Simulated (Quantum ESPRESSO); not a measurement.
## Germanium (Fd-3m): zone-centre phonons

Which modes does Germanium (Fd-3m) have at the zone centre?

Main program and level: Quantum ESPRESSO 7.5; DFT LDA, scalar-relativistic, plane waves, PseudoDojo norm-conserving pseudopotentials.

Report form: the programs' logs are mostly left out.

### 1. The structure

The structure is cubic, space group Fd-3m (No. 227). Conventional cell: a = 5.658 Å, b = 5.658 Å, c = 5.658 Å, α = 90.00°, β = 90.00°, γ = 90.00°. Ge has 4 Ge at 2.45 Å nearest.

### 2. A probe with smearing

A cheap run with smearing and empty bands tells whether the crystal has a gap, which decides between fixed occupations and smearing later on.

probe.in

```
&control
   calculation = 'scf'
   prefix = 'x'
   outdir = './tmp'
   pseudo_dir = './pseudo'
   tprnfor = .true.
   tstress = .true.
   verbosity = 'high'
/
&system
   ibrav = 2
   celldm(1) = 10.69173026
   nat = 2
   ntyp = 1
   ecutwfc = 86.0
   occupations = 'smearing'
   smearing = 'gaussian'
   degauss = 0.01
/
&electrons
   conv_thr = 1.0d-07
   mixing_beta = 0.7
   electron_maxstep = 100
/
ATOMIC_SPECIES
 Ge     72.6300  Ge.upf
ATOMIC_POSITIONS crystal
 Ge     0.500000000   0.500000000   0.500000000
 Ge     0.250000000   0.250000000   0.250000000
K_POINTS automatic
 6 6 6 0 0 0
```

On the command line:

```console
$ OMP_NUM_THREADS=1 mpirun -n 4 pw.x -nk 4 -in probe.in > probe.out
```

Run time: 3.8 s. Hardware: 4 MPI ranks of Arm Neoverse V2, shared host.

Numbers from this step:

- volume per atom: 22.64 Å³
- pressure: -1.217 GPa
- gap on the k-mesh: 0 eV

No gap opens on this mesh, so smearing is kept; the start stands at -1.2 GPa.

### 3. Relaxing the cell and atoms

The relaxation runs at a cutoff a fifth above that of the response, since stress converges more slowly with the basis than frequencies do. Forces and stress are brought to rest with tight thresholds.

relax.in

```
&control
   calculation = 'vc-relax'
   prefix = 'x'
   outdir = './tmp'
   pseudo_dir = './pseudo'
   tprnfor = .true.
   tstress = .true.
   forc_conv_thr = 2.0d-05
   etot_conv_thr = 1.0d-07
   nstep = 40
/
&system
   ibrav = 2
   celldm(1) = 10.69173026
   nat = 2
   ntyp = 1
   ecutwfc = 103
   occupations = 'smearing'
   smearing = 'mv'
   degauss = 0.02
/
&electrons
   conv_thr = 1.0d-11
   mixing_beta = 0.7
   electron_maxstep = 100
/
&ions
/
&cell
   press_conv_thr = 0.2
/
ATOMIC_SPECIES
 Ge     72.6300  Ge.upf
ATOMIC_POSITIONS crystal
 Ge     0.500000000   0.500000000   0.500000000
 Ge     0.250000000   0.250000000   0.250000000
K_POINTS automatic
 12 12 12 0 0 0
```

On the command line:

```console
$ OMP_NUM_THREADS=1 mpirun -n 4 pw.x -nk 4 -in relax.in > relax.out
```

Run time: 2.6 min. Hardware: 4 MPI ranks.

Relaxation path:

```csv
step,energy less that of the first step (eV),largest force (eV/Å),pressure (GPa),volume (Å³)
1,0.0000,0.0000,-1.36,45.28
2,-0.0022,0.0000,-0.90,44.96
3,-0.0038,0.0000,-0.19,44.50
4,-0.0039,0.0000,0.00,44.38
5,-0.0039,0.0000,0.00,44.38
6,-0.0039,0.0000,0.00,44.38
```

```csv
"conventional cell, symmetrised",before,after,change
a (Å),5.658,5.620,-0.7 %
b (Å),5.658,5.620,-0.7 %
c (Å),5.658,5.620,-0.7 %
volume (Å³/atom),22.64,22.19,-2.0 %
```

Final coordinates:

```xyz
2
Lattice="-2.8101 0.0000 2.8101 0.0000 2.8101 2.8101 -2.8101 2.8101 0.0000" Properties=species:S:1:pos:R:3 pbc="T T T"
Ge   -2.8101    2.8101    2.8101
Ge   -1.4050    1.4050    1.4050
```

The last row of the table of steps is pw.x's closing run on a basis chosen anew for the final cell, so its energy can jump.

This step gave:

```
volume per atom : 22.19 Å³
pressure        : 0.003000 GPa
```

The volume changes by -2.0 % from the cell with which this run began.

### 4. Ground state

The response is built on this ground state, so it is converged far tighter than an energy would need. Smearing stays on, as the first look found no gap above 0.3 eV.

scf.in

```
&control
   calculation = 'scf'
   prefix = 'x'
   outdir = './tmp'
   pseudo_dir = './pseudo'
   tprnfor = .true.
   tstress = .true.
/
&system
   ibrav = 2
   celldm(1) = 10.62046958
   nat = 2
   ntyp = 1
   ecutwfc = 86.0
   occupations = 'smearing'
   smearing = 'mv'
   degauss = 0.02
/
&electrons
   conv_thr = 1.0d-12
   mixing_beta = 0.7
   electron_maxstep = 100
/
ATOMIC_SPECIES
 Ge     72.6300  Ge.upf
ATOMIC_POSITIONS crystal
 Ge     0.500000000   0.500000000   0.500000000
 Ge     0.250000000   0.250000000   0.250000000
K_POINTS automatic
 12 12 12 0 0 0
```

On the command line:

```console
$ OMP_NUM_THREADS=1 mpirun -n 4 pw.x -nk 4 -in scf.in > scf.out
```

It took 22 s on 4 MPI ranks; 86 s of CPU time.

Read from the output:

```yaml
pressure: -0.002 GPa
```

The cell stands at -0.002 GPa, close enough for phonons.

### 5. Linear response at Γ

At q = 0 one unit cell holds all displacements; symmetry groups them into irreducible representations that are solved one by one. With smeared occupations no response to a homogeneous field can be asked.

ph.in

```
phonons
&inputph
   prefix = 'x'
   outdir = './tmp'
   fildyn = 'g.dyn'
   tr2_ph = 1.0d-18
   alpha_mix(1) = 0.4
   nmix_ph = 8
/
0.000000000000 0.000000000000 0.000000000000
```

On the command line:

```console
$ OMP_NUM_THREADS=1 mpirun -n 4 ph.x -nk 4 -in ph.in > ph.out
```

The job ended after 7.6 min (4 MPI ranks; 30 min of CPU time).

This step gave:

| Property | Result |
| --- | --- |
| largest acoustic frequency at the zone centre before the sum rule | 3.08 cm⁻¹ |
| highest optical zone-centre mode (no LO-TO term) | 286.0 cm⁻¹ |
| lowest optical zone-centre mode | 286.0 cm⁻¹ |

The acoustic modes at Γ come out as far as 3.1 cm⁻¹ from zero, where they should vanish, a small numerical error.

### 6. Zone-centre analysis

A rigid shift of the crystal must cost nothing, but grids and finite bases break this; the acoustic sum rule is imposed before the matrix is diagonalised again.

dynmat.in

```
&input
   fildyn = 'g.dyn'
   asr = 'simple'
   fileig = 'dynmat.eig'
/
```

On the command line:

```console
$ dynmat.x -in dynmat.in > dynmat.out
```

It took 0.47 s on 1 thread.

Unit eigenvectors of the mass-weighted matrix after the sum rule; no LO-TO term. Modes at Γ:

```csv
mode,frequency (cm⁻¹),symmetry
1,0.0,acoustic
2,0.0,acoustic
3,0.0,acoustic
4,286.0,T2g
5,286.0,T2g
6,286.0,T2g
```

Displacements in mode 5 (286.0 cm⁻¹), the largest set to 1:
```
Ge1  0.00  0.00  1.00
Ge2  0.00  0.00 -1.00
```

The rule moves no optical mode by more than 0.1 cm⁻¹.

### 7. What came out

- space group after relaxation: Fd-3m
- volume per atom: 22.2 Å³
- highest optical zone-centre mode (no LO-TO term): 286.0 cm⁻¹
- imaginary optical modes at the zone centre (no q mesh in this session): none

In words: At the LDA level the optical modes of Germanium (Fd-3m) at the zone centre lie at 286 cm⁻¹. These are harmonic frequencies at zero temperature: anharmonic shifts and linewidths and thermal expansion are left out. In a metal the frequencies hang on the k mesh and the smearing, most of all near Kohn anomalies. This level closes the gap of a semiconductor at Γ; on a mesh that holds Γ the partly filled states there soften the zone-centre modes by up to a few per cent.

[Host names and launcher messages were left out of these logs when they were recorded.]

[Logs are printed without paths, hosts, clocks, repeated set-up lines and the standing remarks that a program may print on its own settings, such as how far it seeks lower states.]

[Hosts, paths, dates, database ids (printed as entryN), source tags and the programs' standing remarks are cut or masked in the printed files.]
